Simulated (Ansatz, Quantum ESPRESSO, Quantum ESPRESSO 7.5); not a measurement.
## From contact to tunnelling: vacuum gaps between two Pt(100) faces

Aim: how the conductance falls as the barrier grows, for vacuum gaps between two Pt(100) faces.

Method: plane-wave DFT, LDA, GBRV ultrasoft pseudopotentials (cross-check by Ansatz 0.2.0 with PAW datasets), in Quantum ESPRESSO 7.5.

Most raw output is cut from this account.

## 1. Set-up

The cell holds 16 atoms: 16 Pt. Its edges and angles: a = 2.807 Å, b = 2.807 Å, c = 33.275 Å, α = 90.0°, β = 90.0°, γ = 90.0°. It derives from Pt. Regions: left lead, 8 atoms (8 Pt); right lead, 8 atoms (8 Pt). The structure is stacked, and the current runs, along c.

## 2. SCF with pw.x, 3.5 Å

One periodic cell holds a lead period, the junction and more lead; the atoms stay as built.

j0.scf.in

```
&control
  prefix = 'j0.scf'
  outdir = './out'
  pseudo_dir = './pseudo'
  calculation = 'scf'
  tprnfor = .true.
/
&system
  ibrav = 0
  nat = 16
  ntyp = 1
  ecutwfc = 40
  ecutrho = 200
  occupations = 'smearing'
  smearing = 'mv'
  degauss = 0.01
/
&electrons
  conv_thr = 1e-07
  mixing_beta = 0.25
  electron_maxstep = 120
  mixing_mode = 'local-TF'
/
ATOMIC_SPECIES
  Pt  195.0840  pt_lda_v1.4.uspp.F.UPF
CELL_PARAMETERS angstrom
  2.80721392131059 0.00000000000000 0.00000000000000
  0.00000000000000 2.80721392131059 0.00000000000000
  0.00000000000000 0.00000000000000 33.27500000000000
ATOMIC_POSITIONS crystal
  Pt  0.000000000000 0.000000000000 0.000000000000
  Pt  0.500000000000 0.500000000000 0.059654395192
  Pt  0.000000000000 0.000000000000 0.119308790383
  Pt  0.500000000000 0.500000000000 0.178963185575
  Pt  0.000000000000 0.000000000000 0.238617580766
  Pt  0.500000000000 0.500000000000 0.298271975958
  Pt  0.000000000000 0.000000000000 0.357926371150
  Pt  0.500000000000 0.500000000000 0.417580766341
  Pt  0.000000000000 0.000000000000 0.522764838467
  Pt  0.500000000000 0.500000000000 0.582419233659
  Pt  0.000000000000 0.000000000000 0.642073628850
  Pt  0.500000000000 0.500000000000 0.701728024042
  Pt  0.000000000000 0.000000000000 0.761382419234
  Pt  0.500000000000 0.500000000000 0.821036814425
  Pt  0.000000000000 0.000000000000 0.880691209617
  Pt  0.500000000000 0.500000000000 0.940345604808
K_POINTS automatic
  8 8 1 0 0 0
```

The run is started by

```sh
OMP_NUM_THREADS=1 mpirun -n 4 pw.x -nk 4 -in j0.scf.in > j0.scf.out
```

It took 3 min on 4 MPI ranks of Arm Neoverse V1, shared host; peak memory 1.2 GiB.

This step gave:

```
free energy  : -45887.2042 eV
Fermi energy : 19.82 eV
```

The run needed 14 iterations to bring the estimated error under 1e-07 Ry; the largest force on any atom, held or free, is 0.53 eV/Å.

## 3. Transmission with pwcond.x, 3.5 Å

prefixt takes both regions from one run: the lead from 0 to bdl, the scattering region from bdl to bds (units of alat). ikind = 1 puts the same lead on both sides. The program's T_tot counts both spins in a run without spin; the tables below give T per spin.

j0.cond.in

```
&inputcond
  outdir = './out'
  prefixt = 'j0.scf'
  tran_file = 'j0.cond.dat'
  bdl = 2.8284271247
  bds = 11.8533894932
  ikind = 1
  ewind = 4.0
  epsproj = 1e-05
  nz1 = 7
  energy0 = 0.4
  denergy = -0.4
/
15
  0.00000000 0.00000000 0.01562500
  0.00000000 0.12500000 0.06250000
  0.00000000 0.25000000 0.06250000
  0.00000000 0.37500000 0.06250000
  0.00000000 0.50000000 0.03125000
  0.12500000 0.12500000 0.06250000
  0.12500000 0.25000000 0.12500000
  0.12500000 0.37500000 0.12500000
  0.12500000 0.50000000 0.06250000
  0.25000000 0.25000000 0.06250000
  0.25000000 0.37500000 0.12500000
  0.25000000 0.50000000 0.06250000
  0.37500000 0.37500000 0.06250000
  0.37500000 0.50000000 0.06250000
  0.50000000 0.50000000 0.01562500
3
```

The run is started by

```sh
OMP_NUM_THREADS=1 mpirun -n 4 pwcond.x -in j0.cond.in > j0.cond.out
```

It took 66 s on 4 MPI ranks; peak memory 0.26 GiB.

Read from the output:

| Item | Value |
| --- | --- |
| lead channels at the Fermi level, one spin | 2.375 |
| transmission at the Fermi level, one spin | 0.5168 |
| conductance | 0.5168 G₀ |

Per spin; mean over the k mesh across the current. Table of open channels, zone mean by energy, zero at the Fermi level:

```csv
energy (eV),"open channels, zone mean"
-0.400,2.75
0.000,2.38
0.400,1.08
```

Per spin; mean over the k mesh across the current. Transmission, zone mean against energy, zero at the Fermi level:

```csv
energy (eV),"transmission, zone mean"
-0.400,0.744
0.000,0.517
0.400,0.446
```

At 0.000 eV; k in fractions of b1, b2. Transmission by k point:

```csv
k1,k2,weight,t,channels
0,0,0.01562,1.018,4
0,0.125,0.0625,1.066,2
0,0.25,0.0625,0.8741,3
0,0.375,0.0625,0.7718,4
0,0.5,0.03125,0.02387,2
0.125,0.125,0.0625,1.018,2
0.125,0.25,0.125,0.927,2
0.125,0.375,0.125,0.2644,2
0.125,0.5,0.0625,0.1046,4
0.25,0.25,0.0625,0.7285,2
0.25,0.375,0.125,0.3277,2
0.25,0.5,0.0625,0.1696,4
0.375,0.375,0.0625,0.1797,2
0.375,0.5,0.0625,0,0
0.5,0.5,0.01562,0.208,4
```

## 4. Cross-check with Ansatz, 3.5 Å

A second code with its own PAW datasets, on the same atoms.

Level of this step: plane-wave DFT, LDA, Ansatz PAW (Ansatz 0.2.0).

input.yaml

```yaml
crystal:
  lattice:
    - [2.8072139213, 0.0, 0.0]
    - [0.0, 2.8072139213, 0.0]
    - [0.0, 0.0, 33.275]
  atoms:
    - { symbol: Pt, position: [0.0, 0.0, 0.0] }
    - { symbol: Pt, position: [0.5, 0.5, 0.0596543952] }
    - { symbol: Pt, position: [0.0, 0.0, 0.1193087904] }
    - { symbol: Pt, position: [0.5, 0.5, 0.1789631856] }
    - { symbol: Pt, position: [0.0, 0.0, 0.2386175808] }
    - { symbol: Pt, position: [0.5, 0.5, 0.298271976] }
    - { symbol: Pt, position: [0.0, 0.0, 0.3579263712] }
    - { symbol: Pt, position: [0.5, 0.5, 0.4175807663] }
    - { symbol: Pt, position: [0.0, 0.0, 0.5227648385] }
    - { symbol: Pt, position: [0.5, 0.5, 0.5824192337] }
    - { symbol: Pt, position: [0.0, 0.0, 0.6420736288] }
    - { symbol: Pt, position: [0.5, 0.5, 0.701728024] }
    - { symbol: Pt, position: [0.0, 0.0, 0.7613824192] }
    - { symbol: Pt, position: [0.5, 0.5, 0.8210368144] }
    - { symbol: Pt, position: [0.0, 0.0, 0.8806912096] }
    - { symbol: Pt, position: [0.5, 0.5, 0.9403456048] }
kpoints:
  mp_grid: { grid: [8, 8, 1] }
hamiltonian:
  xc: lda
scf:
  occupations: { method: fermi_dirac, width: 0.1 }
  convergence: { dr2_threshold: 1.0e-08 }
output:
  transmission: { leads: [[0, 2]], e_range: [-0.4, 0.4], de: 0.4, kmesh: [8, 8] }
  write_potential: true
  write_density: true
  volumetric_format: npy
  elf: true
```

The run is started by

```sh
ansatz run input.yaml --threads 4 --pin off --max-ram 16384MiB --backend cpu --events-out ev --progress --plain --runs-dir out
```

Wall time 21 s (4 threads); peak memory 1.2 GiB.

Read from the output:

* free energy: -195917.4007 eV
* energy at zero smearing: -195916.9169 eV
* smearing term TS: 0.9676 eV
* Fermi energy: 20.59 eV
* symmetry operations: 16
* transmission at the Fermi level, one spin: 0.5149
* step of the lead's Hamiltonian over a period: 2.3 meV

Per spin; mean over the k mesh across the current. Transmission, zone mean against energy, zero at the Fermi level:

```csv
energy (eV),"transmission, zone mean"
-0.400,0.733
0.000,0.515
0.400,0.447
```

Per spin; mean over the k mesh across the current. Table of open channels, zone mean by energy, zero at the Fermi level:

```csv
energy (eV),"open channels, zone mean"
-0.400,2.75
0.000,2.38
0.400,1.08
```

Electrostatic potential energy in the ca plane at fractional y = 0.000, with atoms of Pt within 0.2 Å of it. With pseudopotentials it is smooth inside the atoms' cores, unlike the true potential.

Values in eV, 5 rows by 16 columns, each cell a mean:
```
  7  24   3 -47   8  25  26  23 -30 -25  23  21 -32 -25  23  21
 20  22  19   3  20  22  25  25  10  11  22  22   9  11  22  22
 22  21  22  19  22  21  25  26  21  21  22  22  20  21  22  22
 17  23  15 -14  17  23  26  25  -3   0  22  22  -4   0  22  22
  4  24  -1 -54   5  25  26  22 -37 -32  23  21 -39 -31  22  21
```
Columns run along c (16.0 Å, from fractional 0.26 to 0.74 of the cell; values clipped at the 3rd and 97th percentile), rows up along a (2.8 Å). Atoms in or near the plane, at fractional coordinates: Pt at (0.36, 0.00), Pt at (0.52, 0.00), Pt at (0.64, 0.00).

Valence density in the ca plane at fractional y = 0.000, with atoms of Pt within 0.2 Å of it. It is the smooth field of the valence electrons, not physical close to the nuclei.

Ten even steps from '0' (0 e/Å³) to '9' (11 e/Å³), each cell a mean:
```
20000002686200000000001687200000026862000000
00000000242000000000000233100000002431000000
00000000000000000000000000000000000000000000
00000000000000000000000000000000000000000000
00000000000000000000000000000000000000000000
00000000121000000000000121000000001210000000
10000001464100000000001465200000014651000000
20000002797200000000002798300000027983000000
```
Columns run along c (16.0 Å, from fractional 0.26 to 0.74 of the cell), rows up along a (2.8 Å). Atoms in or near the plane, at fractional coordinates: Pt at (0.36, 0.00), Pt at (0.52, 0.00), Pt at (0.64, 0.00).

Ansatz finds T = 0.515 against pwcond's 0.517.

## 5. Ground state, 4.5 Å

Level of this step: plane-wave DFT, LDA, GBRV ultrasoft pseudopotentials (Quantum ESPRESSO 7.5).

j1.scf.in

```
&control
  prefix = 'j1.scf'
  outdir = './out'
  pseudo_dir = './pseudo'
  calculation = 'scf'
  tprnfor = .true.
/
&system
  ibrav = 0
  nat = 16
  ntyp = 1
  ecutwfc = 40
  ecutrho = 200
  occupations = 'smearing'
  smearing = 'mv'
  degauss = 0.01
/
&electrons
  conv_thr = 1e-07
  mixing_beta = 0.25
  electron_maxstep = 120
  mixing_mode = 'local-TF'
/
ATOMIC_SPECIES
  Pt  195.0840  pt_lda_v1.4.uspp.F.UPF
CELL_PARAMETERS angstrom
  2.80721392131059 0.00000000000000 0.00000000000000
  0.00000000000000 2.80721392131059 0.00000000000000
  0.00000000000000 0.00000000000000 34.27500000000000
ATOMIC_POSITIONS crystal
  Pt  0.000000000000 0.000000000000 0.000000000000
  Pt  0.500000000000 0.500000000000 0.057913931437
  Pt  0.000000000000 0.000000000000 0.115827862874
  Pt  0.500000000000 0.500000000000 0.173741794311
  Pt  0.000000000000 0.000000000000 0.231655725748
  Pt  0.500000000000 0.500000000000 0.289569657185
  Pt  0.000000000000 0.000000000000 0.347483588621
  Pt  0.500000000000 0.500000000000 0.405397520058
  Pt  0.000000000000 0.000000000000 0.536688548505
  Pt  0.500000000000 0.500000000000 0.594602479942
  Pt  0.000000000000 0.000000000000 0.652516411379
  Pt  0.500000000000 0.500000000000 0.710430342815
  Pt  0.000000000000 0.000000000000 0.768344274252
  Pt  0.500000000000 0.500000000000 0.826258205689
  Pt  0.000000000000 0.000000000000 0.884172137126
  Pt  0.500000000000 0.500000000000 0.942086068563
K_POINTS automatic
  8 8 1 0 0 0
```

The run is started by

```sh
OMP_NUM_THREADS=1 mpirun -n 4 pw.x -nk 4 -in j1.scf.in > j1.scf.out
```

Run time: 3.7 min. Hardware: 4 MPI ranks; peak memory 1.3 GiB; 15 min of CPU time.

This step gave:

```
free energy  : -45886.8423 eV
Fermi energy : 19.07 eV
```

## 6. Transmission with pwcond.x, 4.5 Å

j1.cond.in, as its differences from the input of step 3:

```diff
@@ -2,6 +2,6 @@
   outdir = './out'
-  prefixt = 'j0.scf'
-  tran_file = 'j0.cond.dat'
+  prefixt = 'j1.scf'
+  tran_file = 'j1.cond.dat'
   bdl = 2.8284271247
-  bds = 11.8533894932
+  bds = 12.2096145719
   ikind = 1
```

The run is started by

```sh
OMP_NUM_THREADS=1 mpirun -n 4 pwcond.x -in j1.cond.in > j1.cond.out
```

Wall time 69 s (4 MPI ranks); peak memory 0.26 GiB.

This step gave:

| Quantity | Value |
| --- | --- |
| transmission at the Fermi level, one spin | 0.1216 |
| conductance | 0.1216 G₀ |

Per spin; mean over the k mesh across the current. Transmission, zone mean against energy, zero at the Fermi level:

```csv
energy (eV),"transmission, zone mean"
-0.400,0.178
0.000,0.122
0.400,0.102
```

T goes from 0.517 to 0.122, a factor of 4.2.

## 7. The same in Ansatz, 4.5 Å

Level of this step: plane-wave DFT, LDA, Ansatz PAW (Ansatz 0.2.0).

input.yaml

```yaml
crystal:
  lattice:
    - [2.8072139213, 0.0, 0.0]
    - [0.0, 2.8072139213, 0.0]
    - [0.0, 0.0, 34.275]
  atoms:
    - { symbol: Pt, position: [0.0, 0.0, 0.0] }
    - { symbol: Pt, position: [0.5, 0.5, 0.0579139314] }
    - { symbol: Pt, position: [0.0, 0.0, 0.1158278629] }
    - { symbol: Pt, position: [0.5, 0.5, 0.1737417943] }
    - { symbol: Pt, position: [0.0, 0.0, 0.2316557257] }
    - { symbol: Pt, position: [0.5, 0.5, 0.2895696572] }
    - { symbol: Pt, position: [0.0, 0.0, 0.3474835886] }
    - { symbol: Pt, position: [0.5, 0.5, 0.4053975201] }
    - { symbol: Pt, position: [0.0, 0.0, 0.5366885485] }
    - { symbol: Pt, position: [0.5, 0.5, 0.5946024799] }
    - { symbol: Pt, position: [0.0, 0.0, 0.6525164114] }
    - { symbol: Pt, position: [0.5, 0.5, 0.7104303428] }
    - { symbol: Pt, position: [0.0, 0.0, 0.7683442743] }
    - { symbol: Pt, position: [0.5, 0.5, 0.8262582057] }
    - { symbol: Pt, position: [0.0, 0.0, 0.8841721371] }
    - { symbol: Pt, position: [0.5, 0.5, 0.9420860686] }
kpoints:
  mp_grid: { grid: [8, 8, 1] }
hamiltonian:
  xc: lda
scf:
  occupations: { method: fermi_dirac, width: 0.1 }
  convergence: { dr2_threshold: 1.0e-08 }
output:
  transmission: { leads: [[0, 2]], e_range: [-0.4, 0.4], de: 0.4, kmesh: [8, 8] }
  write_potential: true
  write_density: true
  volumetric_format: npy
```

The run is started by

```sh
ansatz run input.yaml --threads 4 --pin off --max-ram 16384MiB --backend cpu --events-out ev --progress --plain --runs-dir out
```

The job ended after 22 s (4 threads; peak memory 1.3 GiB).

Read from the output:

- free energy: -195917.0329 eV
- energy at zero smearing: -195916.5535 eV
- smearing term TS: 0.9588 eV
- Fermi energy: 19.82 eV
- transmission at the Fermi level, one spin: 0.1208
- step of the lead's Hamiltonian over a period: 2.7 meV

Per spin; mean over the k mesh across the current. The transmission, zone mean by energy, zero at the Fermi level:

```csv
energy (eV),"transmission, zone mean"
-0.400,0.177
0.000,0.121
0.400,0.103
```

Ansatz finds T = 0.121 against pwcond's 0.122.

## 8. Ground state, 5.5 Å

Level of this step: plane-wave DFT, LDA, GBRV ultrasoft pseudopotentials (Quantum ESPRESSO 7.5).

j2.scf.in

```
&control
  prefix = 'j2.scf'
  outdir = './out'
  pseudo_dir = './pseudo'
  calculation = 'scf'
  tprnfor = .true.
/
&system
  ibrav = 0
  nat = 16
  ntyp = 1
  ecutwfc = 40
  ecutrho = 200
  occupations = 'smearing'
  smearing = 'mv'
  degauss = 0.01
/
&electrons
  conv_thr = 1e-07
  mixing_beta = 0.25
  electron_maxstep = 120
  mixing_mode = 'local-TF'
/
ATOMIC_SPECIES
  Pt  195.0840  pt_lda_v1.4.uspp.F.UPF
CELL_PARAMETERS angstrom
  2.80721392131059 0.00000000000000 0.00000000000000
  0.00000000000000 2.80721392131059 0.00000000000000
  0.00000000000000 0.00000000000000 35.27500000000000
ATOMIC_POSITIONS crystal
  Pt  0.000000000000 0.000000000000 0.000000000000
  Pt  0.500000000000 0.500000000000 0.056272147413
  Pt  0.000000000000 0.000000000000 0.112544294826
  Pt  0.500000000000 0.500000000000 0.168816442240
  Pt  0.000000000000 0.000000000000 0.225088589653
  Pt  0.500000000000 0.500000000000 0.281360737066
  Pt  0.000000000000 0.000000000000 0.337632884479
  Pt  0.500000000000 0.500000000000 0.393905031892
  Pt  0.000000000000 0.000000000000 0.549822820695
  Pt  0.500000000000 0.500000000000 0.606094968108
  Pt  0.000000000000 0.000000000000 0.662367115521
  Pt  0.500000000000 0.500000000000 0.718639262934
  Pt  0.000000000000 0.000000000000 0.774911410347
  Pt  0.500000000000 0.500000000000 0.831183557760
  Pt  0.000000000000 0.000000000000 0.887455705174
  Pt  0.500000000000 0.500000000000 0.943727852587
K_POINTS automatic
  8 8 1 0 0 0
```

The run is started by

```sh
OMP_NUM_THREADS=1 mpirun -n 4 pw.x -nk 4 -in j2.scf.in > j2.scf.out
```

It took 3.9 min on 4 MPI ranks; peak memory 1.3 GiB; 16 min of CPU time.

This step gave:

```
free energy  : -45886.7691 eV
Fermi energy : 18.37 eV
```

## 9. Transmission with pwcond.x, 5.5 Å

j2.cond.in, as its differences from the input of step 6:

```diff
@@ -2,6 +2,6 @@
   outdir = './out'
-  prefixt = 'j1.scf'
-  tran_file = 'j1.cond.dat'
+  prefixt = 'j2.scf'
+  tran_file = 'j2.cond.dat'
   bdl = 2.8284271247
-  bds = 12.2096145719
+  bds = 12.5658396506
   ikind = 1
```

The run is started by

```sh
OMP_NUM_THREADS=1 mpirun -n 4 pwcond.x -in j2.cond.in > j2.cond.out
```

It took 70 s on 4 MPI ranks; peak memory 0.26 GiB; 4.7 min of CPU time.

Read from the output:

```
transmission at the Fermi level, one spin : 0.01571
conductance                               : 0.01571 G₀
```

Per spin; mean over the k mesh across the current. Transmission, zone mean against energy, zero at the Fermi level:

```csv
energy (eV),"transmission, zone mean"
-0.400,0.0213
0.000,0.0157
0.400,0.0143
```

At 0.000 eV; k in fractions of b1, b2. Transmission by k point:

```csv
k1,k2,weight,t,channels
0,0,0.01562,0.0752,4
0,0.125,0.0625,0.0742,2
0,0.25,0.0625,0.02739,3
0,0.375,0.0625,0.01068,4
0,0.5,0.03125,7.00e-7,2
0.125,0.125,0.0625,0.04598,2
0.125,0.25,0.125,0.02382,2
0.125,0.375,0.125,0.004841,2
0.125,0.5,0.0625,5.60e-4,4
0.25,0.25,0.0625,0.01156,2
0.25,0.375,0.125,0.001961,2
0.25,0.5,0.0625,4.63e-4,4
0.375,0.375,0.0625,4.55e-4,2
0.375,0.5,0.0625,0,0
0.5,0.5,0.01562,2.02e-4,4
```

T goes from 0.122 to 0.0157, a factor of 7.7.

## 10. Cross-check with Ansatz, 5.5 Å

Level of this step: plane-wave DFT, LDA, Ansatz PAW (Ansatz 0.2.0).

input.yaml, the sections that differ from step 7:

```yaml
crystal:
  lattice:
    - [2.8072139213, 0.0, 0.0]
    - [0.0, 2.8072139213, 0.0]
    - [0.0, 0.0, 35.275]
  atoms:
    - { symbol: Pt, position: [0.0, 0.0, 0.0] }
    - { symbol: Pt, position: [0.5, 0.5, 0.0562721474] }
    - { symbol: Pt, position: [0.0, 0.0, 0.1125442948] }
    - { symbol: Pt, position: [0.5, 0.5, 0.1688164422] }
    - { symbol: Pt, position: [0.0, 0.0, 0.2250885897] }
    - { symbol: Pt, position: [0.5, 0.5, 0.2813607371] }
    - { symbol: Pt, position: [0.0, 0.0, 0.3376328845] }
    - { symbol: Pt, position: [0.5, 0.5, 0.3939050319] }
    - { symbol: Pt, position: [0.0, 0.0, 0.5498228207] }
    - { symbol: Pt, position: [0.5, 0.5, 0.6060949681] }
    - { symbol: Pt, position: [0.0, 0.0, 0.6623671155] }
    - { symbol: Pt, position: [0.5, 0.5, 0.7186392629] }
    - { symbol: Pt, position: [0.0, 0.0, 0.7749114103] }
    - { symbol: Pt, position: [0.5, 0.5, 0.8311835578] }
    - { symbol: Pt, position: [0.0, 0.0, 0.8874557052] }
    - { symbol: Pt, position: [0.5, 0.5, 0.9437278526] }
# kpoints, hamiltonian, scf, output: as in step 7
```

The run is started by

```sh
ansatz run input.yaml --threads 4 --pin off --max-ram 16384MiB --backend cpu --events-out ev --progress --plain --runs-dir out
```

Wall time 24 s (4 threads); peak memory 1.3 GiB.

Numbers from this step:

| Item | Value |
| --- | --- |
| free energy | -195916.9580 eV |
| energy at zero smearing | -195916.4790 eV |
| smearing term TS | 0.9580 eV |
| Fermi energy | 19.09 eV |
| transmission at the Fermi level, one spin | 0.01577 |
| step of the lead's Hamiltonian over a period | 3.1 meV |

Per spin; mean over the k mesh across the current. The transmission, zone mean by energy, zero at the Fermi level:

```csv
energy (eV),"transmission, zone mean"
-0.400,0.0212
0.000,0.0158
0.400,0.0146
```

Ansatz finds T = 0.0158 against pwcond's 0.0157.

[end of part 1 of 2]

[Logs are printed without paths, hosts, clocks, repeated set-up lines and the standing remarks that a program may print on its own settings, such as how far it seeks lower states.]

[Hosts, paths, dates, database ids (printed as entryN), source tags and the programs' standing remarks are cut or masked in the printed files.]

[Maps of the electrostatic potential energy from Ansatz leave out the sawtooth potential of an applied field or a dipole correction, so their vacuum need not be flat; planar profiles and work functions include it.]
